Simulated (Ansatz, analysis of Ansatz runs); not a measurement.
# Mn2+ on a Ca site in CaO: hyperfine coupling, PBE, part 2 of 2

Aim: the hyperfine coupling of the Mn2+ on a Ca site in CaO, to be set beside the measurement. Set-up: PBE, 64-site cell, PBE lattice, 420 eV, k: the single point 1/4 1/4 1/4 then 2x2x2 shifted 0.5 0.5 0.5. The model is a cell of 64 host atoms with 1 Ca taken out and 1 Mn put in. The isotropic coupling follows from the spin density at the nucleus, the nuclear g-factor and the total spin. A local or semilocal functional is the cheapest first rung.

Ansatz 0.2.0; PBE, 64-site cell, PBE lattice, 420 eV, k: the single point 1/4 1/4 1/4 then 2x2x2 shifted 0.5 0.5 0.5.

So far: The starting structure; Relaxation, charge 0.

**2. Relaxation, charge 0 (continued)**

Level of this step: plane-wave PAW DFT, PBE; relaxation of all atoms of a defect supercell (Ansatz).

The steps of the relaxation:

| step | energy less that of the first step (eV) | largest force component (eV/Å) |
| --- | --- | --- |
| 1 | 0.0000 | 0.3095 |
| 2 | -0.0756 | 0.0844 |
| 3 | -0.0830 | 0.0497 |
| 4 | -0.0842 | 0.0085 |

Forces are held to the 12 operations that the run works with; a distortion that breaks them can't arise in this run.

The atoms that moved most (Å):

| atom | dx | dy | dz | length |
| --- | --- | --- | --- | --- |
| O53 | 0.000 | 0.000 | 0.053 | 0.053 |
| O31 | 0.053 | 0.000 | 0.000 | 0.053 |
| O46 | 0.000 | 0.053 | 0.000 | 0.053 |
| O61 | 0.000 | 0.000 | -0.053 | 0.053 |
| O62 | 0.000 | -0.053 | 0.000 | 0.053 |
| O63 | -0.053 | 0.000 | 0.000 | 0.053 |
| Ca50 | 0.000 | -0.020 | 0.020 | 0.028 |
| Ca44 | -0.020 | 0.020 | 0.000 | 0.028 |

Neighbours of Mn57 at the end:

| atom | distance (Å) |
| --- | --- |
| O62 | 2.363 |
| O61 | 2.363 |
| O31 | 2.363 |
| O63 | 2.363 |
| O46 | 2.363 |
| O53 | 2.363 |
| Ca50 | 3.388 |
| Ca42 | 3.388 |
| Ca44 | 3.388 |
| Ca28 | 3.388 |
| Ca27 | 3.388 |
| Ca51 | 3.388 |
| Ca58 | 3.388 |
| Ca19 | 3.388 |
| Ca34 | 3.388 |
| Ca59 | 3.388 |

This step gave:

* free energy: -78485.4634 eV
* total moment: 5 μB
* integral of the absolute spin density: 5.058 μB
* spin contamination: 0.007328

The relaxation ends 1.3 meV an atom lower, with a largest force component of 0.0085 eV/Å.

**3. Contact spin densities**

The relaxed structure is kept, and the final numbers are taken at the final level and k-points.

This step: plane-wave PAW DFT, PBE; single point of a defect supercell.

point/input.yaml

```yaml
crystal:
  lattice:
    - [9.66155723, 0.0, 0.0]
    - [0.0, 9.66155723, 0.0]
    - [0.0, 0.0, 9.66155723]
  atoms:
    - { symbol: Ca, position: [0.0, 0.0, 0.0] }
    - { symbol: Ca, position: [4.175e-06, 0.250238658, 0.250238658] }
[... 24 atom lines left out ...]
    - { symbol: Ca, position: [0.252041096, 0.5, 0.747958904] }
    - { symbol: Ca, position: [0.252041096, 0.747958904, 0.5] }
[... 2 atom lines left out ...]
    - { symbol: O, position: [0.255448869, 0.499991311, 0.499991311] }
[... 10 atom lines left out ...]
    - { symbol: Ca, position: [0.5, 0.252041096, 0.747958904] }
[... 1 atom line left out ...]
    - { symbol: Ca, position: [0.747958904, 0.252041096, 0.5] }
[... 1 atom line left out ...]
    - { symbol: O, position: [0.499991311, 0.255448869, 0.499991311] }
[... 4 atom lines left out ...]
    - { symbol: Ca, position: [0.747958904, 0.5, 0.252041096] }
[... 1 atom line left out ...]
    - { symbol: O, position: [0.499991311, 0.499991311, 0.255448869] }
[... 3 atom lines left out ...]
    - { symbol: Mn, position: [0.5, 0.5, 0.5], spin: 5.0 }
[... 3 atom lines left out ...]
    - { symbol: O, position: [0.500008689, 0.500008689, 0.744551131] }
    - { symbol: O, position: [0.500008689, 0.744551131, 0.500008689] }
    - { symbol: O, position: [0.744551131, 0.500008689, 0.500008689] }
    - { symbol: O, position: [0.749753539, 0.749753539, 0.749753539] }
basis:
  ecutwfc: 420
  xc_grid: 2
hamiltonian:
  xc: pbe
kpoints:
  mp_grid: { grid: [2, 2, 2], shift: [0.5, 0.5, 0.5] }
magnetization:
  spin_polarized: true
  initial_magnetization: 5
  spin_locking: { lock_magnetization: hard }
scf:
  occupations: { method: fermi_dirac, width: 0.01 }
  max_iter: 120
output:
  forces: true
  efg: {}
  eigenvalues: true
checkpoint:
  read: "../relax.run"
```

Launch:

```sh
> ansatz run input.yaml --threads 2 --pin off --max-ram 4710MiB --backend cpu --events-out ev --progress --plain --runs-dir out
```

Numbers of over 12 decimals in the logs are rounded to 6 here.

The program printed:

```text
[...]
Warning: at least one further symmetry operation maps every atom of the structure, as the run holds it, onto an atom to within 2.46e-5 (fractional), and is not used: no operation is sought that the atoms, as the run holds them, miss by more than 2.00e-5, [...]
[...]
Crystal: 64 atoms, lattice volume = 901.865 Å³
Basis set: ecut = 420 eV, 17557 PW (Γ), exchange–correlation on 144×144×144 points (8 copies of the dense FFT grid, shifted against one another)
Bands: 325, of which v1, the nominal top of the filled ones, is band 259 counted from 1 (258 counted from 0)
Symmetry: 12 space group operations
[...]
k-points: 2 of 8
[...]
Starting moments: Σ|m| = 5 μB on 1 of 64 sites; this step starts from the density that it was given
[...]
iter 1 solved again at ethr=1.42e-7 eV; its pass at ethr=3.10e-3 eV (dr2=7.33e-4 eV) is discarded
[...]
atom  46  O  V_zz =    +2.852049   η = 0.0001   by run symmetry: allowed
[...]
atom  50  Ca V_zz =    +0.323594   η = 0.5923   by run symmetry: allowed
[...]
atom  53  O  V_zz =    +2.852049   η = 0.0001   by run symmetry: allowed
[...]
atom  57  Mn V_zz =    -0.001563   η = 0.0000   by run symmetry: allowed
[...]
atom  61  O  V_zz =    +2.852049   η = 0.0001   by run symmetry: allowed
[...]
atom  62  O  V_zz =    +2.852049   η = 0.0001   by run symmetry: allowed
[...]
atom  63  O  V_zz =    +2.852049   η = 0.0001   by run symmetry: allowed
[...]
--- Band table (eV) ---
[...]
[... further k-points left out ...]
[key lines of the parts left out:]
SCF converged after 5 iterations
Magnetization: 5.0000 μB (261.0000 up, 256.0000 down)
Free energy (F): -78485.463374 eV
Fermi energy:    9.986359 (↑ 10.252183, ↓ 9.256852) eV
```

The job ended after 79 s (2 threads of Arm Neoverse V2, shared host; peak memory 3.1 GiB).

Numbers from this step:

```yaml
free_energy: -78485.4634 eV
total_moment: 5 μB
integral_of_the_absolute_spin_density: 5.058 μB
spin_contamination: 0.007327
```

The largest moments in the atoms' spheres: Mn57 4.26, O46 0.04, O53 0.04, O31 0.04, O62 0.04, O61 0.04 μB.

Isotropic hyperfine couplings from the contact spin densities (Fermi contact term with core polarisation, no dipolar part), the largest:

| atom | isotope | distance from the centre (Å) | contact spin density (e/Å³) | A (MHz) |
| --- | --- | --- | --- | --- |
| Mn57 | 55Mn | 0.00 | -3.94 | -129.2 |
| O31 | 17O | 2.36 | 0.327 | -5.9 |
| O46 | 17O | 2.36 | 0.327 | -5.9 |
| O53 | 17O | 2.36 | 0.327 | -5.9 |
| O61 | 17O | 2.36 | 0.327 | -5.9 |
| O62 | 17O | 2.36 | 0.327 | -5.9 |
| O63 | 17O | 2.36 | 0.327 | -5.9 |
| Ca25 | 43Ca | 4.83 | 0.100 | -0.9 |
| Ca41 | 43Ca | 4.83 | 0.100 | -0.9 |
| Ca49 | 43Ca | 4.83 | 0.100 | -0.9 |

**4. Results**

* 55Mn, isotropic: -129.2 MHz
* integral of the absolute spin density: 5.06 μB
* time of the whole chain: 3.5 min on 2 threads

In words: 55Mn, isotropic: computed -129.2 MHz, measured -242.2 MHz; 113.1 MHz (47 %) smaller in size than the measurement. Only the isotropic (Fermi contact) part is computed, with core polarisation; no vibrational averaging. The coupling of Mn2+ comes from the polarisation of the s shells by the d electrons, which semilocal functionals understate.

[Logs are printed without paths, hosts, clocks, repeated set-up lines and the standing remarks that a program may print on its own settings, such as how far it seeks lower states.]

[Hosts, paths, dates, database ids (printed as entryN), source tags and the programs' standing remarks are cut or masked in the printed files.]

[For some hosts the program warned that the k-mesh of the response run may be too coarse for force constants and the static dielectric constant; such warnings are not shown here.]
